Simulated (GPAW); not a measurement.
# TaSi2P4 monolayer: simulated STM images

What would a tunnelling microscope show on TaSi2P4 monolayer?

Calculated with GPAW 26.7.0; GPAW, PAW setups; layer in a repeated cell with vacuum, relaxation of atoms and in-plane cell, in the first sound run; inputs show where later runs differ.

### Step 1. The starting structure

The cell holds 7 atoms: 4 P, 2 Si and 1 Ta. Cell: a = 3.480 Å, b = 3.480 Å, c = 24.746 Å, α = 90.0°, β = 90.0°, γ = 120.0°. Vacuum lies along c.

### Step 2. Relaxation

Forces are removed first; all later runs use this geometry.

Input file run.py:

```python
import json
import numpy as np
from ase import Atoms
from ase.filters import FrechetCellFilter
from ase.optimize import BFGS
from gpaw import GPAW, PW

slab = Atoms(
    ['P', 'Si', 'P', 'Ta', 'P', 'Si', 'P'],
    positions=[
        [0.00000, 0.00000, 8.00000],
        [-0.00000, 2.00918, 8.64444],
        [-0.00000, 2.00918, 10.75444],
        [0.00000, 0.00000, 12.37296],
        [-0.00000, 2.00918, 13.99147],
        [-0.00000, 2.00918, 16.10147],
        [0.00000, 0.00000, 16.74591]],
    cell=[[3.48, 0.0, 0.0], [-1.74, 3.01377, 0.0], [0.0, 0.0, 24.7459]],
    pbc=[True, True, True],
    magmoms=[0.0, 0.0, 0.0, 1.0, 0.0, 0.0, 0.0])

slab.calc = GPAW(mode=PW(600), xc='PBE', kpts={'size': (9, 9, 1), 'gamma': True},
                 occupations={'name': 'fermi-dirac', 'width': 0.05}, nbands='200%',
                 convergence={'density': 1e-05}, maxiter=200,
                 symmetry={'tolerance': 1e-3}, txt='slab.txt')
result = {}
# The in-plane cell is free; stress needs a cell that repeats along all three vectors
path = []
opt = BFGS(FrechetCellFilter(slab, mask=[1, 1, 0, 0, 0, 1]), maxstep=0.2)
opt.attach(lambda: path.append((slab.get_potential_energy(), slab.positions.tolist(), slab.get_forces().tolist())))
result['relaxed'] = bool(opt.run(fmax=0.02, steps=45))
result['path'] = path
result['cell'] = slab.cell.tolist()
print('in-plane lattice', slab.cell.cellpar().round(4)[[0, 1, 5]])
energy = slab.get_potential_energy()
fermi = slab.calc.get_fermi_level()
v = slab.calc.get_electrostatic_potential().mean((0, 1)) - fermi
n = slab.calc.get_pseudo_density().mean((0, 1))
L = slab.cell[2, 2]
z = np.arange(len(v)) * L / len(v)
low, high = slab.positions[:, 2].min(), slab.positions[:, 2].max()
below, above = np.interp([low - 5.8, high + 5.8], z, v)
slopes = [np.interp(x, z, np.gradient(v, z)) for x in (low - 5.8, high + 5.8)]
eps = np.array([[slab.calc.get_eigenvalues(k, s) for k in range(len(slab.calc.get_ibz_k_points()))]
                for s in range(slab.calc.get_number_of_spins())]) - fermi
top, bottom = eps[eps < 0].max(), eps[eps > 0].min()
dipole = slab.get_dipole_moment()[2]
print(f'energy {energy:.4f} eV, Fermi level {fermi:.4f} eV, dipole {dipole:.5f} e A')
print(f'potential 5.8 A off the faces, from the Fermi level: lower {below:.4f} eV, upper {above:.4f} eV')
print(f'slope of the potential there: lower {slopes[0]:.5f}, upper {slopes[1]:.5f} eV/A')
print(f'nearest levels on the mesh: {top:.4f} and {bottom:.4f} eV')
print('magnetic moment', round(slab.get_magnetic_moment(), 3))
result.update(energy=energy, fermi=fermi, dipole=dipole, below=below, above=above, slopes=slopes, edges=[top, bottom],
              z=z.tolist(), v=v.tolist(), n=n.tolist(), positions=slab.positions.tolist(),
              forces=slab.get_forces(apply_constraint=False).tolist(), moments=slab.get_magnetic_moments().tolist())
json.dump(result, open('result.json', 'w'))
```

The run is started by

```console
$ OMP_NUM_THREADS=1 OPENBLAS_NUM_THREADS=1 python run.py
```

Output:

```text
Step          Energy          fmax
BFGS:    0      -42.195886        3.775826
BFGS:    1      -42.975549        3.118144
BFGS:    2      -44.158571        0.702711
BFGS:    3      -44.179274        0.379488
BFGS:    4      -44.209669        0.361490
BFGS:    5      -44.238162        0.379344
BFGS:    6      -44.257492        0.349459
BFGS:    7      -44.266710        0.191455
BFGS:    8      -44.269993        0.144658
BFGS:    9      -44.271197        0.117162
BFGS:   10      -44.272501        0.120464
BFGS:   11      -44.274723        0.148709
BFGS:   12      -44.277121        0.123385
BFGS:   13      -44.278432        0.059966
BFGS:   14      -44.278676        0.010977
in-plane lattice [  3.5371   3.5371 120.    ]
energy -44.2675 eV, Fermi level 0.5066 eV, dipole 0.00021 e A
potential 5.8 A off the faces, from the Fermi level: lower 5.3803 eV, upper 5.3798 eV
slope of the potential there: lower 0.00020, upper 0.00011 eV/A
nearest levels on the mesh: -0.0507 and 0.0429 eV
magnetic moment -0.0
```

It took 47 min on 1 thread of Arm Neoverse V1, shared host; peak memory 0.87 GiB.

Numbers from this step:

```yaml
dipole_along_the_normal: 2.06e-4 e·Å
levels_nearest_the_fermi_level_on_the_mesh: -0.05067, 0.04290 eV from the Fermi level
sum_of_the_site_moments: 0 μB
```

Electrostatic potential energy of an electron (without an applied field's), less the Fermi level, planar mean against z:

| z (Å) | electrostatic potential energy of an electron (without an applied field's), less the Fermi level, planar mean (eV) |
| --- | --- |
| 0.0 | 5.38 |
| 0.5 | 5.38 |
| 1.0 | 5.38 |
| 1.5 | 5.38 |
| 2.0 | 5.38 |
| 2.5 | 5.38 |
| 3.0 | 5.38 |
| 3.5 | 5.38 |
| 4.0 | 5.38 |
| 4.5 | 5.38 |
| 5.0 | 5.36 |
| 5.5 | 5.29 |
| 6.0 | 4.99 |
| 6.5 | 3.70 |
| 7.0 | -1.28 |
| 7.5 | -12.5 |
| 8.0 | -11.8 |
| 8.5 | -12.3 |
| 9.0 | -6.92 |
| 9.5 | 0.543 |
| 10.0 | 1.51 |
| 10.5 | -5.32 |
| 11.0 | -11.6 |
| 11.5 | -6.03 |
| 12.0 | -12.7 |
| 12.5 | -17.2 |
| 13.0 | -7.69 |
| 13.5 | -8.32 |
| 14.0 | -10.4 |
| 14.5 | -0.733 |
| 15.0 | 1.85 |
| 15.5 | -2.50 |
| 16.0 | -11.3 |
| 16.5 | -11.1 |
| 17.0 | -14.0 |
| 17.5 | -6.54 |
| 18.0 | 2.01 |
| 18.5 | 4.58 |
| 19.0 | 5.20 |
| 19.5 | 5.34 |
| 20.0 | 5.37 |
| 20.5 | 5.38 |
| 21.0 | 5.38 |
| 21.5 | 5.38 |
| 22.0 | 5.38 |
| 22.5 | 5.38 |
| 23.0 | 5.38 |
| 23.5 | 5.38 |
| 24.0 | 5.38 |
| 24.5 | 5.38 |

Table of pseudo valence density, planar mean by z:

| z (Å) | pseudo valence density, planar mean (e/Å³) |
| --- | --- |
| 4.0 | 5.4e-5 |
| 4.5 | 2.3e-4 |
| 5.0 | 0.00101 |
| 5.5 | 0.00433 |
| 6.0 | 0.0185 |
| 6.5 | 0.0750 |
| 7.0 | 0.212 |
| 7.5 | 0.286 |
| 8.0 | 0.404 |
| 8.5 | 0.297 |
| 9.0 | 0.192 |
| 9.5 | 0.149 |
| 10.0 | 0.171 |
| 10.5 | 0.254 |
| 11.0 | 0.305 |
| 11.5 | 0.409 |
| 12.0 | 0.719 |
| 12.5 | 1.01 |
| 13.0 | 0.489 |
| 13.5 | 0.371 |
| 14.0 | 0.267 |
| 14.5 | 0.214 |
| 15.0 | 0.147 |
| 15.5 | 0.168 |
| 16.0 | 0.224 |
| 16.5 | 0.386 |
| 17.0 | 0.338 |
| 17.5 | 0.271 |
| 18.0 | 0.134 |
| 18.5 | 0.0381 |
| 19.0 | 0.00906 |
| 19.5 | 0.00208 |
| 20.0 | 4.7e-4 |
| 20.5 | 1.1e-4 |

The relaxation lowered the energy of the cell by 2.09 eV (energies extrapolated to zero smearing; the optimiser's log prints free energies). The largest force left on a free atom is 0.011 eV/Å.

### Step 3. The slab's potential

The work function is the vacuum plateau of the electrostatic potential less the Fermi level; a dipole layer lets the two faces have plateaus of their own.

This step: GPAW, PAW setups; slab in vacuum (GPAW 26.7.0).

The cell differs from the one that the last finished run ended in (c 24.746 → 25.494 Å).

Input file run.py:

```python
import json
import numpy as np
from ase import Atoms
from ase.dft.stm import STM
from gpaw import GPAW, PW

slab = Atoms(
    ['P', 'Si', 'P', 'Ta', 'P', 'Si', 'P'],
    positions=[
        [0.00000, 0.00000, 8.00000],
        [-0.00000, 2.04215, 9.00595],
        [-0.00000, 2.04215, 11.27335],
        [0.00000, -0.00000, 12.74675],
        [-0.00000, 2.04215, 14.22014],
        [-0.00000, 2.04215, 16.48754],
        [0.00000, -0.00000, 17.49349]],
    cell=[[3.53711, -0.0, 0.0], [-1.76856, 3.06323, 0.0], [0.0, 0.0, 25.4935]],
    pbc=[True, True, False],
    magmoms=[0.0, 0.0, 0.0, 1.0, 0.0, 0.0, 0.0])

slab.calc = GPAW(mode=PW(400), xc='PBE', kpts={'size': (9, 9, 1), 'gamma': True},
                 occupations={'name': 'fermi-dirac', 'width': 0.05}, nbands='200%',
                 convergence={'density': 1e-05}, maxiter=200,
                 poissonsolver={'dipolelayer': 'xy'},
                 symmetry={'tolerance': 1e-3}, txt='slab.txt')
result = {}
energy = slab.get_potential_energy()
fermi = slab.calc.get_fermi_level()
v = slab.calc.get_electrostatic_potential().mean((0, 1)) - fermi
n = slab.calc.get_pseudo_density().mean((0, 1))
L = slab.cell[2, 2]
z = np.arange(len(v)) * L / len(v)
low, high = slab.positions[:, 2].min(), slab.positions[:, 2].max()
below, above = np.interp([low - 5.8, high + 5.8], z, v)
slopes = [np.interp(x, z, np.gradient(v, z)) for x in (low - 5.8, high + 5.8)]
eps = np.array([[slab.calc.get_eigenvalues(k, s) for k in range(len(slab.calc.get_ibz_k_points()))]
                for s in range(slab.calc.get_number_of_spins())]) - fermi
top, bottom = eps[eps < 0].max(), eps[eps > 0].min()
dipole = slab.get_dipole_moment()[2]
print(f'energy {energy:.4f} eV, Fermi level {fermi:.4f} eV, dipole {dipole:.5f} e A')
print(f'potential 5.8 A off the faces, from the Fermi level: lower {below:.4f} eV, upper {above:.4f} eV')
print(f'slope of the potential there: lower {slopes[0]:.5f}, upper {slopes[1]:.5f} eV/A')
print(f'nearest levels on the mesh: {top:.4f} and {bottom:.4f} eV')
print('magnetic moment', round(slab.get_magnetic_moment(), 3))
result.update(energy=energy, fermi=fermi, dipole=dipole, below=below, above=above, slopes=slopes, edges=[top, bottom],
              z=z.tolist(), v=v.tolist(), n=n.tolist(), positions=slab.positions.tolist(),
              forces=slab.get_forces(apply_constraint=False).tolist(), moments=slab.get_magnetic_moments().tolist())

# Images need the states of the whole zone, up to time reversal
slab.calc = slab.calc.fixed_density(symmetry={'point_group': False}, txt='states.txt', nbands='320%',
                                    convergence={'bands': 'CBM+2.3'})
stm = STM(slab)
result['stm'] = []
for bias in [-1.5, 2.0]:
    height = high + 3.0
    current = stm.get_averaged_current(bias, height)
    x, y, h = stm.scan(bias, current)
    i, f = divmod(height / L * stm.ldos.shape[2], 1)
    I = abs((1 - f) * stm.ldos[:, :, int(i)] + f * stm.ldos[:, :, int(i) + 1])
    print(f'bias {bias} V: mean current at 3.0 A {current:.4e}, corrugation {np.ptp(h):.4f} A')
    result['stm'].append(dict(bias=bias, current=current, h=(h - high).tolist(), I=I.tolist()))
json.dump(result, open('result.json', 'w'))
```

Output:

```text
energy -44.2523 eV, Fermi level 0.3340 eV, dipole -0.00018 e A
potential 5.8 A off the faces, from the Fermi level: lower 5.3790 eV, upper 5.3815 eV
slope of the potential there: lower 0.00005, upper -0.00005 eV/A
nearest levels on the mesh: -0.0507 and 0.0429 eV
magnetic moment 0.0
bias -1.5 V: mean current at 3.0 A 1.4389e-04, corrugation 0.4189 A
bias 2.0 V: mean current at 3.0 A 8.0829e-05, corrugation 0.1268 A
```

The job ended after 11 min (1 thread; peak memory 0.88 GiB).

This step gave:

| Property | Result |
| --- | --- |
| dipole along the normal | -1.76e-4 e·Å |
| levels nearest the Fermi level on the mesh | -0.05069, 0.04291 eV from the Fermi level |
| upper work function | 5.381 eV |
| lower work function | 5.379 eV |
| corrugation -1.5 | 0.4189 Å |
| corrugation 2 | 0.1268 Å |

The electrostatic potential energy of an electron (without an applied field's), less the Fermi level, planar mean oscillates, so the rows of the table below give means over windows of 1.7 Å about each position, cut where the curve ends. Its maxima inside the range that stand out by 2 % of the span (Å: eV): 8.5: -11.0, 10.2: 1.96, 11.9: -5.99, 13.6: -5.99, 15.3: 1.96, 17.0: -11.0. Its minima: 8.1: -14.2, 8.9: -12.4, 11.3: -12.0, 12.7: -18.0, 14.2: -12.0, 16.6: -12.4, 17.4: -14.2.

Table of electrostatic potential energy of an electron (without an applied field's), less the Fermi level, planar mean by z; means over each step:

| z (Å) | electrostatic potential energy of an electron (without an applied field's), less the Fermi level, planar mean (eV) |
| --- | --- |
| 0.85 | 5.38 |
| 2.55 | 5.38 |
| 4.25 | 5.38 |
| 5.95 | 5.11 |
| 7.65 | -6.08 |
| 9.35 | -6.16 |
| 11.05 | -5.64 |
| 12.75 | -11.8 |
| 14.45 | -5.61 |
| 16.15 | -6.21 |
| 17.85 | -6.02 |
| 19.55 | 5.11 |
| 21.25 | 5.38 |
| 22.95 | 5.38 |
| 24.65 | 5.38 |

Pseudo valence density, planar mean against z:

| z (Å) | pseudo valence density, planar mean (e/Å³) |
| --- | --- |
| 4 | 1.8e-5 |
| 5 | 3.4e-4 |
| 6 | 0.00642 |
| 7 | 0.102 |
| 8 | 0.307 |
| 9 | 0.255 |
| 10 | 0.145 |
| 11 | 0.263 |
| 12 | 0.441 |
| 13 | 0.880 |
| 14 | 0.339 |
| 15 | 0.191 |
| 16 | 0.180 |
| 17 | 0.412 |
| 18 | 0.243 |
| 19 | 0.0271 |
| 20 | 0.00143 |
| 21 | 7.6e-5 |

Tip height over the top atom over a1 and a2. Sample bias -1.5 V, constant current at the mean current 3.0 Å over the top atom.

Ten even steps from '0' (2.79 Å) to '9' (3.21 Å):
```
998765321123567899
987754211124577899
877643111134677888
765432101234567777
654321001234566776
432110001123455655
321100001123344443
211111111122233322
111122111111111111
222333222111000111
334444332110000112
455655432100000123
667766543100001345
777776543100013456
888877643111134677
999877542111245778
999876532112356789
999876432123467899
```
Columns: a1 from 0 to 0.944; rows upwards: a2 from 0 to 0.944.

Local density of states summed over the bias window over a1 and a2. Sample bias -1.5 V, constant height 3.0 Å over the top atom.

Ten even steps from '_' (0.88 × 1e-4 arbitrary) to '@' (2.71 × 1e-4 arbitrary):
```
@@@@##**==--::..____..::--==**##@@@@
%%##**++--::..______..::--++**##%%@@
##**++==::..________..::==++**######
++==--::....______....::--==++******
==--::....________....::--====++++==
::::..______________..::::----==----
....________________....::::::::::::
..__________________................
________....________________________
..................__________________
..::::::::::::....________________..
::----==----::::..______________..::
====++++====--::..____________..::--
++******++==--::..__________..::--==
########**++==::..________..::==++**
%%@@%%##**++--::..______..::--++**##
@@@@@@##**==--::..____..::--==**##@@
@@@@%%##++==::....__....::==++##%%@@
```
Columns: a1 from 0 to 0.944; rows upwards: a2 from 0 to 0.944.

Tip height over the top atom over a1 and a2. Sample bias 2 V, constant current at the mean current 3.0 Å over the top atom.

Ten even steps from '0' (2.93 Å) to '9' (3.06 Å):
```
998765432234567899
987654321234567899
876542111124567888
765421101124567888
654210000124567777
543110001134556665
432100001234455554
321110111234455544
222111122234444443
333222333334444433
444444444444444444
555555544444444444
666666555444444555
777777655444445567
888887655444455678
999887654434456788
999887544334457889
999876543234567899
```
Columns: a1 from 0 to 0.944; rows upwards: a2 from 0 to 0.944.

Local density of states summed over the bias window over a1 and a2. Sample bias 2 V, constant height 3.0 Å over the top atom.

Values in units of 1e-5 arbitrary, 12 rows by 16 columns, each cell a mean:
```
9.2 9.1 8.8 8.5 8.2 7.9 7.7 7.5 7.5 7.7 8.0 8.3 8.6 8.9 9.1 9.2
8.9 8.7 8.4 8.1 7.8 7.6 7.4 7.4 7.5 7.7 8.0 8.3 8.6 8.8 9.0 9.1
8.5 8.2 8.0 7.7 7.4 7.3 7.2 7.3 7.4 7.7 8.0 8.2 8.5 8.7 8.7 8.7
8.1 7.9 7.7 7.4 7.3 7.2 7.2 7.3 7.5 7.7 7.9 8.2 8.4 8.5 8.5 8.3
7.8 7.6 7.4 7.3 7.2 7.2 7.3 7.4 7.5 7.7 7.9 8.1 8.2 8.2 8.1 8.0
7.6 7.5 7.5 7.4 7.4 7.4 7.4 7.5 7.6 7.8 7.9 8.0 8.0 8.0 7.9 7.8
7.8 7.7 7.7 7.7 7.7 7.7 7.7 7.7 7.8 7.8 7.9 7.9 7.9 7.9 7.8 7.8
8.0 8.0 8.1 8.1 8.0 8.0 8.0 7.9 7.9 7.9 7.8 7.8 7.9 7.9 7.9 8.0
8.4 8.5 8.5 8.5 8.4 8.3 8.2 8.1 8.0 7.9 7.9 7.9 8.0 8.1 8.2 8.3
8.8 8.9 8.9 8.8 8.6 8.5 8.3 8.1 7.9 7.9 7.9 8.0 8.1 8.3 8.5 8.7
9.2 9.2 9.1 8.9 8.7 8.4 8.2 8.0 7.8 7.8 7.9 8.1 8.3 8.6 8.8 9.0
9.3 9.3 9.1 8.8 8.5 8.2 8.0 7.8 7.7 7.7 7.9 8.2 8.5 8.8 9.0 9.2
```
Columns: a1 from 0 to 0.944; rows upwards: a2 from 0 to 0.944.

The potential is flat to 5.3e-5 eV/Å where it is read, so the vacuum is wide enough.

### Step 4. Summary of results

```json
{
 "work function, both faces": "5.38 eV",
 "dipole along the normal": "-1.8e-4 e Å",
 "corrugation at -1.5 V": "0.419 Å",
 "corrugation at 2 V": "0.127 Å"
}
```

The corrugation at constant current is largest at -1.5 V, where the tip height varies by 0.42 Å over the cell. Negative sample bias images filled states, positive bias empty ones. The images are of Tersoff-Hamann type: an s-wave tip, no tip-sample forces, heights closer than in a microscope. One magnetic start was tried; another order may lie lower. The layer's cell and atoms come from the relaxation; spin-orbit coupling and temperature are left out.

[Logs are printed without paths, hosts, clocks, repeated set-up lines and the standing remarks that a program may print on its own settings, such as how far it seeks lower states.]

[Hosts, paths, dates, database ids (printed as entryN), source tags and the programs' standing remarks are cut or masked in the printed files.]
